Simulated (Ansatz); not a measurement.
# What AlBiSe3 (model cell, started as cubic perovskite with Al in the octahedra) distorts into

Wanted: the energy along a soft mode of AlBiSe3 (model cell, started as cubic perovskite with Al in the octahedra) and the structure at the end.

Program: Ansatz 0.2.0. Level of theory: DFT PBEsol, scalar-relativistic, plane waves, PAW. Results are calculated unless marked as measured.

The structure was built from a prototype and need not be the compound's stable phase.

## 1. Starting point

It takes space group Pm-3m (No. 221, cubic). The conventional cell has a = 4.853 Å, b = 4.853 Å, c = 4.853 Å, α = 90.00°, β = 90.00°, γ = 90.00°. Nearest to Bi lie 12 Se at 3.43 Å. Nearest to Al lie 6 Se at 2.43 Å. Nearest to Se lie 2 Al at 2.43 Å and 4 Bi at 3.43 Å. Farther neighbours and most contacts between anions are not listed.

Structure file:

```cif
data_structure
_symmetry_space_group_name_H-M 'P 1'
_symmetry_Int_Tables_number 1
_cell_length_a 4.8530
_cell_length_b 4.8530
_cell_length_c 4.8530
_cell_angle_alpha 90.000
_cell_angle_beta 90.000
_cell_angle_gamma 90.000
_cell_volume 114.30
loop_
_atom_site_label
_atom_site_type_symbol
_atom_site_fract_x
_atom_site_fract_y
_atom_site_fract_z
_atom_site_occupancy
Bi1 Bi 0.00000 0.00000 0.00000 1
Al2 Al 0.50000 0.50000 0.50000 1
Se3 Se 0.50000 0.50000 0.00000 1
Se4 Se 0.50000 0.00000 0.50000 1
Se5 Se 0.00000 0.50000 0.50000 1
```

## 2. Response at finite wavevector

The cell comes from relaxations at this level that are not shown. Stability and thermal properties need the whole zone. Linear response on a 2×2×2 q mesh gives force constants as far as a supercell of that size would.

input.yaml reads:

```yaml
crystal:
  lattice:
    - [4.8529979444, 0.0, 0.0]
    - [0.0, 4.8529979444, 0.0]
    - [0.0, 0.0, 4.8529979444]
  atoms:
    - { symbol: Bi, position: [0.0, 0.0, 0.0] }
    - { symbol: Al, position: [0.5, 0.5, 0.5] }
    - { symbol: Se, position: [0.5, 0.5, 0.0] }
    - { symbol: Se, position: [0.5, 0.0, 0.5] }
    - { symbol: Se, position: [0.0, 0.5, 0.5] }
kpoints:
  mp_grid: { grid: [6, 6, 6] }
hamiltonian:
  xc: pbesol
scf:
  occupations: { method: methfessel_paxton, width: 0.15 }
output:
  eigenvalues: true
phonons:
  method: dfpt
  qmesh: [2, 2, 2]
  temperatures: { t_max: 1000, t_step: 50 }
  qpath:
    path:
      - [[0.0, 0.0, 0.0], [0.0, 0.5, 0.0], [0.5, 0.5, 0.0], [0.0, 0.0, 0.0], [0.5, 0.5, 0.5], [0.0, 0.5, 0.0]]
      - [[0.5, 0.5, 0.5], [0.5, 0.5, 0.0]]
    npoints: 10
```

Started as:

```console
> ansatz run input.yaml --threads 8 --pin off --max-ram 14336MiB --backend cpu --events-out ev --progress --plain --runs-dir out
```

Numbers of over 12 decimals in the logs are rounded to 6 here.

What it wrote:

```text
Engine: ansatz 0.2.0, x86_64-unknown-linux-gnu
Pseudopotentials: kind: paw
Pseudopotential: Bi, paw, valence charge 15, recommended cutoff 420 eV (normal), Bi.paw.azcp
Pseudopotential: Al, paw, valence charge 3, recommended cutoff 420 eV (normal), Al.paw.azcp
Pseudopotential: Se, paw, valence charge 16, recommended cutoff 420 eV (normal), Se.paw.azcp
Functional definition: PBEsol
  exchange = pbesol_x
  correlation = pbesol_c
Crystal: 5 atoms, lattice volume = 114.296 Å³
Basis set: ecut = 420 eV, 2205 PW (Γ), exchange–correlation on 72×72×72 points (8 copies of the dense FFT grid, shifted against one another)
Bands: 40, of which v1, the nominal top of the filled ones, is band 33 counted from 1 (32 counted from 0)
Symmetry: 48 space group operations
k-points: 20 of 216
Non-local potential: Bi, projectors of the file, l = 0: 2, l = 1: 2, l = 2: 2, l = 3: 2
Non-local potential: Al, projectors of the file, l = 0: 2, l = 1: 2, l = 2: 1
Non-local potential: Se, projectors of the file, l = 0: 2, l = 1: 2, l = 2: 3, l = 3: 1
PAW form: soft (Blöchl's): semilocal exchange-correlation on the pseudo side does not see the compensation charge
PAW frozen core: Bi, regenerated for the run's functional, and the local potential with it (the file was generated under x = pbe(κ = 0.804, μ = 0.219515), c = pbe(β = 0.066725))
PAW frozen core: Al, regenerated for the run's functional, and the local potential with it (the file was generated under x = pbe(κ = 0.804, μ = 0.219515), c = pbe(β = 0.066725))
PAW frozen core: Se, regenerated for the run's functional, and the local potential with it (the file was generated under x = pbe(κ = 0.804, μ = 0.219515), c = pbe(β = 0.066725))
PAW one-centre angular grid: Bi, 590 points (default); XC on 64 Gauss nodes
PAW one-centre angular grid: Al, 110 points (default); XC on 64 Gauss nodes
PAW one-centre angular grid: Se, 590 points (default); XC on 64 Gauss nodes
Initial density: superposition of atomic densities (neutral atoms: chi_scale 0, normalization atom), corrected by the library's trained network
Initial wavefunctions: pseudopotential atomic-orbital guess
Functional: x = pbesol(κ = 0.804, μ = 0.123457), c = pbesol(β = 0.046)
SCF iter   1: F=—  HF=-29039.935165 eV  |F-HF|=—  |Δ(HF+E_count)|=         —  Δρ=5.01e-3  dr2=7.10e-2  ethr=1.77e-3  ⟨swp⟩=7.8  Hψ=3297  notcnv=0
preconditioner: auto → Kerker (q_TF=auto, 2.490 Å⁻¹)  [metal: Δε(μ)=0.011 eV  Ē_g=9.442 eV  σ=0.150 eV  W_gap=0.06  n_scr=26 (ndim 8)  ℏωp=17.7 eV  f_vac=0.000  D(μ)=5.38/eV (n_scr^D=56)]
SCF iter   2: F=—  HF=-29039.921775 eV  |F-HF|=—  |Δ(HF+E_count)|=   1.34e-2  S|Δr|=    0.00e0  Δρ=2.42e-3  dr2=1.46e-2  ethr=1.08e-4  ⟨swp⟩=1.0  Hψ=960  notcnv=0
SCF iter   3: F=—  HF=-29039.918536 eV  |F-HF|=—  |Δ(HF+E_count)|=   3.24e-3  S|Δr|=    0.00e0  Δρ=9.74e-4  dr2=2.87e-3  ethr=2.22e-5  ⟨swp⟩=1.9  Hψ=1068  notcnv=0
SCF iter   4: F=—  HF=-29039.917810 eV  |F-HF|=—  |Δ(HF+E_count)|=   7.26e-4  S|Δr|=    0.00e0  Δρ=3.33e-4  dr2=2.85e-4  ethr=4.35e-6  ⟨swp⟩=2.0  Hψ=1010  notcnv=0
SCF iter   5: F=—  HF=-29039.917726 eV  |F-HF|=—  |Δ(HF+E_count)|=   8.40e-5  S|Δr|=    0.00e0  Δρ=1.17e-4  dr2=1.81e-5  ethr=4.32e-7  ⟨swp⟩=2.5  Hψ=1442  notcnv=0
SCF iter   6: F=—  HF=-29039.917716 eV  |F-HF|=—  |Δ(HF+E_count)|=   1.02e-5  S|Δr|=    0.00e0  Δρ=4.20e-5  dr2=2.90e-6  ethr=2.74e-8  ⟨swp⟩=2.0  Hψ=1433  notcnv=0
SCF iter   7: F=—  HF=-29039.917709 eV  |F-HF|=—  |Δ(HF+E_count)|=   6.83e-6  S|Δr|=    0.00e0  Δρ=1.21e-5  dr2=1.99e-7  ethr=4.39e-9  ⟨swp⟩=2.1  Hψ=984  notcnv=0
SCF iter   8: F=—  HF=-29039.917709 eV  |F-HF|=—  |Δ(HF+E_count)|=   4.68e-8  S|Δr|=    0.00e0  Δρ=3.50e-6  dr2=1.97e-8  ethr=3.02e-10  ⟨swp⟩=2.0  Hψ=1432  notcnv=0
SCF iter   9: F=—  HF=-29039.917709 eV  |F-HF|=—  |Δ(HF+E_count)|=   2.67e-9  S|Δr|=    0.00e0  Δρ=7.88e-7  dr2=6.96e-10  ethr=2.98e-11  ⟨swp⟩=2.0  Hψ=1433  notcnv=0
SCF iter  10: F=—  HF=-29039.917709 eV  |F-HF|=—  |Δ(HF+E_count)|=  4.00e-11  S|Δr|=    0.00e0  Δρ=1.16e-7  dr2=1.58e-11  ethr=1.06e-12  ⟨swp⟩=2.0  Hψ=903  notcnv=0
SCF iter  11: F=-29039.917709 eV  HF=-29039.917709 eV  |F-HF|=1.46e-11  |Δ(HF+E_count)|=  3.64e-12  S|Δr|=    0.00e0  Δρ=2.37e-8  dr2=5.51e-13  ethr=1.00e-12  ⟨swp⟩=10.7  Hψ=3733  notcnv=0
SCF 1 converged in 11 iterations: F = -29039.917709 eV  dr2 = 5.51e-13
  greatest PAW one-centre occupation: 1.000 electrons in one spin orbital (limit 2), on the Se atom at site 2 (counted from 0), in its partial waves of l = 2
Initial density: read from a saved state, or passed on in memory by an earlier SCF of this step, an earlier step, the calling program or the single point that the run made first
iter 1 solved again at ethr=1.47e-7 eV; its pass at ethr=3.10e-3 eV (dr2=9.73e-5 eV) is discarded
SCF iter   1: F=—  HF=-29039.917710 eV  |F-HF|=—  |Δ(HF+E_count)|=         —  Δρ=1.74e-6  dr2=2.31e-9  ethr=1.47e-7  ⟨swp⟩=3.0  Hψ=5117  notcnv=0
eigensolver tolerance schedule: the retry pair's looser diagonalisation over-reported the residual by 42147.95 of it (diagonalisation noise at an unbounded share of the residual, at the tolerance the schedule requests for it); recorded, not acted on — ethr = c·dr2/N_el stays at c = 1.0e-1
preconditioner: auto → Kerker (q_TF=auto, 2.490 Å⁻¹)  [metal: Δε(μ)=0.023 eV  Ē_g=9.464 eV  σ=0.150 eV  W_gap=0.13  n_scr=26 (ndim 8)  ℏωp=17.7 eV  f_vac=0.000  D(μ)=4.90/eV (n_scr^D=32)]
SCF iter   2: F=—  HF=-29039.917709 eV  |F-HF|=—  |Δ(HF+E_count)|=   7.98e-7  S|Δr|=    0.00e0  Δρ=9.73e-7  dr2=7.96e-10  ethr=3.50e-12  ⟨swp⟩=4.0  Hψ=2424  notcnv=0
SCF iter   3: F=—  HF=-29039.917709 eV  |F-HF|=—  |Δ(HF+E_count)|=  2.51e-10  S|Δr|=    0.00e0  Δρ=6.23e-7  dr2=3.02e-10  ethr=1.21e-12  ⟨swp⟩=2.0  Hψ=1018  notcnv=0
SCF iter   4: F=—  HF=-29039.917709 eV  |F-HF|=—  |Δ(HF+E_count)|=  1.09e-10  S|Δr|=    0.00e0  Δρ=3.60e-7  dr2=9.84e-11  ethr=1.00e-12  ⟨swp⟩=2.0  Hψ=820  notcnv=0
SCF iter   5: F=—  HF=-29039.917709 eV  |F-HF|=—  |Δ(HF+E_count)|=  2.91e-11  S|Δr|=    0.00e0  Δρ=2.65e-7  dr2=5.35e-11  ethr=1.00e-12  ⟨swp⟩=1.0  Hψ=800  notcnv=0
SCF iter   6: F=—  HF=-29039.917709 eV  |F-HF|=—  |Δ(HF+E_count)|=  7.28e-12  S|Δr|=    0.00e0  Δρ=2.01e-7  dr2=3.11e-11  ethr=1.00e-12  ⟨swp⟩=1.0  Hψ=800  notcnv=0
SCF iter   7: F=—  HF=-29039.917709 eV  |F-HF|=—  |Δ(HF+E_count)|=  3.64e-12  S|Δr|=    0.00e0  Δρ=1.64e-7  dr2=2.07e-11  ethr=1.00e-12  ⟨swp⟩=1.0  Hψ=800  notcnv=0
SCF iter   8: F=-29039.917709 eV  HF=-29039.917709 eV  |F-HF|=1.46e-11  |Δ(HF+E_count)|=  7.28e-12  S|Δr|=    0.00e0  Δρ=1.10e-7  dr2=9.35e-12  ethr=1.00e-12  ⟨swp⟩=2.0  Hψ=1716  notcnv=0
SCF 2 converged in 8 iterations: F = -29039.917709 eV  dr2 = 9.35e-12
  greatest PAW one-centre occupation: 1.000 electrons in one spin orbital (limit 2), on the Se atom at site 3 (counted from 0), in its partial waves of l = 2
phonons: the bands overlap, so this run is a metal and interpolates without the dipole-dipole term. If the crystal is really an insulator or semiconductor, its LO-TO splitting is missing
NSCF: frozen V_eff on 20 k-points
WARN: eigensolver did not converge in 5 slots of this pass, the one above among them; of largest residual over every band (k=9): 1 band(s) unlocked (lowest unlocked band 39, counted from 0; max residual 1.01e-5 eV among the unlocked bands, 1.01e-5 eV over every band); of lowest unlocked band (k=3): band 39
NSCF: frozen V_eff on 64 k-points
DFPT response loops at q = (0, 0, 0) (fractional): preconditioner auto → Kerker (q_TF=auto, 2.490 Å⁻¹) (partly filled bands, converged f_vac=0.000); β = 1.00, the filter's whole step (`scf.mixing.beta` (0.50) is not read by the response loops under this deck's `scf.mixing.preconditioner`; to damp them name `kerker` or `kerker_dos`, under which they read `scf.mixing.beta`, and type it under 1.00, their step now; both keys bind the ground state too); Broyden in place of MSR1
NSCF: frozen V_eff on 128 k-points
DFPT response loops at q = (0, 0, -0.5) (fractional): mixed as the last ones told, above
NSCF: frozen V_eff on 128 k-points
DFPT response loops at q = (0, -0.5, -0.5) (fractional): mixed as the last ones told, above
NSCF: frozen V_eff on 128 k-points
DFPT response loops at q = (-0.5, -0.5, -0.5) (fractional): mixed as the last ones told, above
SCF converged after 11 iterations
Stability not checked: this state was not tested for a lower state beside it, because cold or Methfessel-Paxton smearing, or corrected tetrahedra, fill the levels in a way that the test cannot read (fill_not_monotonic; see scf.lower_state_search)
Free energy (F): -29039.917709 eV
Harris-Foulkes:  -29039.917709 eV  (|F-HF|=1.46e-11)
Internal energy: -29039.910506 eV  (E = F + TS)
E sigma→0 (E₀):  -29039.915908 eV
Entropy (-TS):   -0.007203 eV (-1.441 meV/atom)
Fermi energy:    9.644740 eV
--- Per-component energies (eV) ---
  E_band       = -1174.461864
  E_kinetic    = 682.989307
  E_local      = -8483.846022  (includes V_loc(G=0)·N_el)
  E_nonlocal   = -1205.257230
  E_hartree    = 3968.831015
  E_xc         = -500.818467
  E_vxc        = -469.016174  (∫ρ·V_xc dr)
  E_paw        = -16567.176994  (= ΣΔE_a)
  E_vpaw       = 363.008484  (= ΣTr[D̂ρ^β])
  E_aug_tail   = -0.002220  (compensation charges beyond the density's cutoff)
  E_ewald      = -6937.764137
  E_core_change = 3.134243  (= ΣΔE_core)
  E_smearing   = -0.007203  (= −TS)
  E_closure    = -0.000000  (closes the sum)
  Σ components = -29039.917709   (vs F -29039.917709, Δ=0.00e0)
--- Band table (eV; the first three rows and the last of 20) ---
  k-point 0: bands = [... 29 lower, 8.0163, 8.4421, 8.4421, 8.4421, 9.2051, 12.3301, 12.3301, 12.3301, ... 3 higher]
  k-point 1: bands = [... 29 lower, 7.7143, 8.2330, 8.4088, 8.4088, 10.2473, 11.4678, 11.9839, 11.9839, ... 3 higher]
  k-point 2: bands = [... 29 lower, 7.2000, 7.8771, 8.6378, 8.6378, 9.9542, 11.3348, 11.3348, 11.8713, ... 3 higher]
  k-point 19: bands = [... 29 lower, 8.3475, 10.1543, 10.1543, 10.1543, 12.2596, 12.2596, 12.2596, 13.3877, ... 3 higher]
--- Phonons (Γ-DFPT): 4 representative perturbations + reference (Σ response iterations 12) ---
  ASR residual: 1.147e-4 → 0.000e0 eV/Å²; symmetrization residual: 9.358e-6 eV/Å²
  ASR residual per site (eV/Å²): 9.41e-6 1.15e-4 5.77e-6 5.77e-6 5.77e-6
  Γ frequencies (cm⁻¹): -114.15 -114.15 -114.15 -110.21 -110.21 -110.21 0.00 0.00 0.00 49.33 49.33 49.33 339.85 339.85 339.85
--- Phonons (arbitrary-q DFPT): 4 irreducible q on the 2×2×2 mesh ---
  q = [0.0000, 0.0000, 0.0000] (star 1, of the zone-centre solve; hermiticity 1.42e-6, symmetrization 4.65e-12): -114.15 -114.15 -114.15 -110.21 -110.21 -110.21 -0.00 0.00 0.00 49.33 49.33 49.33 339.85 339.85 339.85
  q = [0.0000, 0.0000, -0.5000] (star 3, 9 solved perturbations in 504 linear systems a pass and spin channel, the states on 64 of 216 k-point pairs; hermiticity 1.75e-6, symmetrization 2.00e-12): -143.83 -101.97 -101.97 -101.53 -101.53 -31.39 -27.15 19.80 19.80 70.98 70.98 223.40 303.43 339.02 339.02
  q = [0.0000, -0.5000, -0.5000] (star 3, 9 solved perturbations in 504 linear systems a pass and spin channel, the states on 64 of 216 k-point pairs; hermiticity 1.58e-6, symmetrization 6.38e-13): -156.88 -122.61 -122.61 -77.88 -77.88 -39.03 32.85 32.85 69.60 97.19 191.61 243.59 308.72 308.72 341.03
  q = [-0.5000, -0.5000, -0.5000] (star 1, 4 solved perturbations in 184 linear systems a pass and spin channel, the states on 64 of 216 k-point pairs; hermiticity 1.00e-6, symmetrization 6.45e-12): -148.03 -148.03 -148.03 -90.75 -90.75 -90.75 77.03 77.03 77.03 189.37 189.37 261.01 319.76 319.76 319.76
  sum rule: each row above includes the acoustic sum rule's correction from the zone centre's row sums; it moved no ω² by more than (1.08 cm⁻¹)²
  mesh force constants: q→R imaginary residual 7.26e-18; ASR residual 1.147e-4 → 0.000e0 eV/Å²; symmetrization residual 2.132e-14 eV/Å²
  interpolated dispersion: 62 rows × 15 modes
  density of states and harmonic sums: on the 14×14×14 q-mesh, interpolated from the force constants of a 2×2×2 supercell (no non-analytic term)
  largest difference from the sums on the solved wave vectors: F 6.81e-2 eV, S 1.10e-4 and C_V 4.17e-5 eV/K
  zero-point energy: 0.096369 eV/cell   skipped modes (ω ≤ 0): 752, of them read as no rigid motion or as one in doubt: 749 (6.265e0 modes/cell left out, lowest -156.88 cm⁻¹)   left out of the sums: 4.18e-1 of the cell's modes: C_V's classical limit lies that fraction below 3 k_B per atom; for a crystal, a wire or a layer, F and S can be off by more, and a phonons.interpolated_qmesh denser along its periods is the remedy for the sampling
```

Elapsed: 1.7 min, on 8 threads of Intel Xeon 6975P-C (Granite Rapids), shared host; peak memory 1.4 GiB.

In the SCF lines HF is the Harris–Foulkes energy and dr2 the Hartree energy of the density residual, in eV; the loop may stop once dr2 is under the threshold and the program's other checks hold. Hψ counts applications of the Hamiltonian.

Numbers from this step:

```
volume per atom                                         : 22.86 Å³
gap on the k-mesh                                       : 0 eV
sum-rule residual before enforcement                    : 1.15e-4 eV/Å²
lowest frequency on the path                            : -156.9 cm⁻¹
point group                                             : m-3m
highest frequency on the path or at a solved wavevector : 341.0 cm⁻¹
highest optical mode at the zone centre (no LO-TO term) : 339.9 cm⁻¹
lowest optical zone-centre mode                         : -114.2 cm⁻¹
lowest mode on the q mesh (acoustic modes at Γ apart)   : -156.9 cm⁻¹
```

Frequencies (cm⁻¹) solved at each irreducible wavevector; negative means imaginary. Frequencies by wavevector, by row:

| q in reciprocal lattice units | star | mode 1 | mode 2 | mode 3 | mode 4 | mode 13 | mode 14 | mode 15 |
| --- | --- | --- | --- | --- | --- | --- | --- | --- |
| 0 0 0 | 1 | -114.2 | -114.2 | -114.2 | -110.2 | 339.9 | 339.9 | 339.9 |
| 0 0 -0.5 | 3 | -143.8 | -102 | -102 | -101.5 | 303.4 | 339 | 339 |
| 0 -0.5 -0.5 | 3 | -156.9 | -122.6 | -122.6 | -77.9 | 308.7 | 308.7 | 341 |
| -0.5 -0.5 -0.5 | 1 | -148 | -148 | -148 | -90.8 | 319.8 | 319.8 | 319.8 |

Interpolated from a 2×2×2 q mesh. Phonon branches along the path, in cm⁻¹:

| point | branch 1 | branch 2 | branch 3 | branch 4 | branch 12 | branch 13 | branch 14 | branch 15 |
| --- | --- | --- | --- | --- | --- | --- | --- | --- |
| Γ | -114 | -114 | -114 | -110 | 49 | 340 | 340 | 340 |
| halfway | -130 | -108 | -108 | -106 | 150 | 328 | 339 | 339 |
| X | -144 | -102 | -102 | -102 | 223 | 303 | 339 | 339 |
| halfway | -149 | -117 | -114 | -92 | 224 | 306 | 329 | 340 |
| M | -157 | -123 | -123 | -78 | 244 | 309 | 309 | 341 |
| halfway | -138 | -114 | -113 | -100 | 164 | 326 | 331 | 340 |
| Γ | -114 | -114 | -114 | -110 | 49 | 340 | 340 | 340 |
| halfway | -138 | -123 | -123 | -98 | 179 | 327 | 327 | 334 |
| R | -148 | -148 | -148 | -91 | 261 | 320 | 320 | 320 |
| halfway | -147 | -130 | -123 | -95 | 227 | 310 | 328 | 334 |
| X | -144 | -102 | -102 | -102 | 223 | 303 | 339 | 339 |
| jump to R | -148 | -148 | -148 | -91 | 261 | 320 | 320 | 320 |
| halfway | -152 | -134 | -134 | -92 | 246 | 314 | 314 | 333 |
| M | -157 | -123 | -123 | -78 | 244 | 309 | 309 | 341 |

Symmetry leaves 4 wavevectors to solve. The lowest mode among them, the acoustic zeros apart, lies at q = (0, -0.5, -0.5) and is imaginary, 156.9i cm⁻¹, so the energy falls along it.

## 3. The mode frozen in, largest atomic shift 0 Å

The mode followed lies at q = (-0.5, -0.5, -0.5) with frequency 148.0i cm⁻¹ and is 3-fold degenerate, one of the unstable modes though not the softest. At small amplitude the distorted cell has space group no. 167 by a symmetry search on the positions. The undistorted cell that holds it gives the zero of energy on the same k mesh.

System of this step: AlBiSe3 (model cell, started as cubic perovskite with Al in the octahedra). The structure is cubic, space group Pm-3m (No. 221). The conventional cell has a = 4.853 Å, b = 4.853 Å, c = 4.853 Å, α = 90.00°, β = 90.00°, γ = 90.00°. Bi has 12 Se at 3.43 Å nearest. Al has 6 Se at 2.43 Å nearest. Nearest to Se lie 2 Al at 2.43 Å and 4 Bi at 3.43 Å. Farther neighbours and most contacts between anions are not listed.

input.yaml reads:

```yaml
crystal:
  lattice:
    - [4.8529979444, 4.8529979444, 0.0]
    - [4.8529979444, 0.0, 4.8529979444]
    - [4.8529979444, 0.0, -4.8529979444]
  atoms:
    - { symbol: Bi, position: [0.0, 0.0, 1.0] }
    - { symbol: Bi, position: [0.0, 0.5, 0.5] }
    - { symbol: Al, position: [0.5, 0.25, 0.75] }
    - { symbol: Al, position: [0.5, 0.75, 0.25] }
    - { symbol: Se, position: [0.5, 0.5, 0.5] }
    - { symbol: Se, position: [0.5, 0.0, 0.0] }
    - { symbol: Se, position: [0.0, 0.0, 0.5] }
    - { symbol: Se, position: [0.0, 0.5, 0.0] }
    - { symbol: Se, position: [0.5, 0.0, 0.5] }
    - { symbol: Se, position: [0.5, 0.5, 0.0] }
kpoints:
  mp_grid: { grid: [6, 6, 6] }
hamiltonian:
  xc: pbesol
scf:
  occupations: { method: methfessel_paxton, width: 0.15 }
output:
  forces: true
  stress: true
  eigenvalues: true
```

What it wrote:

```text
[...]
Crystal: 10 atoms, lattice volume = 228.592 Å³
Basis set: ecut = 420 eV, 4477 PW (Γ), exchange–correlation on 96×96×96 points (8 copies of the dense FFT grid, shifted against one another)
Bands: 80, of which v1, the nominal top of the filled ones, is band 66 counted from 1 (65 counted from 0)
Symmetry: 96 space group operations
[...]
k-points: 16 of 216
[...]
k-point 0: bands = [... 62 lower, 8.4212, 9.1848, 10.1307, 10.1307, 10.1307, 12.2804, 12.2804, 12.2804, ... 10 higher]
  k-point 1: bands = [... 62 lower, 8.5094, 9.8612, 9.8612, 9.9530, 9.9759, 11.4565, 11.4819, 12.1177, ... 10 higher]
  k-point 2: bands = [... 62 lower, 8.7638, 9.4262, 9.4262, 9.5954, 9.8163, 10.0260, 10.9409, 11.8718, ... 10 higher]
  k-point 15: bands = [... 62 lower, 7.9076, 8.4013, 8.4574, 9.5841, 9.5879, 9.8763, 10.5184, 10.8141, ... 10 higher]
[key lines of the parts left out:]
SCF converged after 8 iterations
Free energy (F): -58079.894872 eV
Fermi energy:    9.638377 eV
P = ⅓ Tr σ = -0.0939 GPa (-0.939 kbar)
```

The job ended after 2.5 s (8 threads; peak memory 1.2 GiB).

This step gave:

```
pressure                         : -0.09391 GPa
energy from the undistorted cell : 0 meV/atom
```

The run ends at a pressure of -0.09 GPa.

[end of part 1 of 2]

[Logs are printed without paths, hosts, clocks, repeated set-up lines and the standing remarks that a program may print on its own settings, such as how far it seeks lower states.]

[Hosts, paths, dates, database ids (printed as entryN), source tags and the programs' standing remarks are cut or masked in the printed files.]
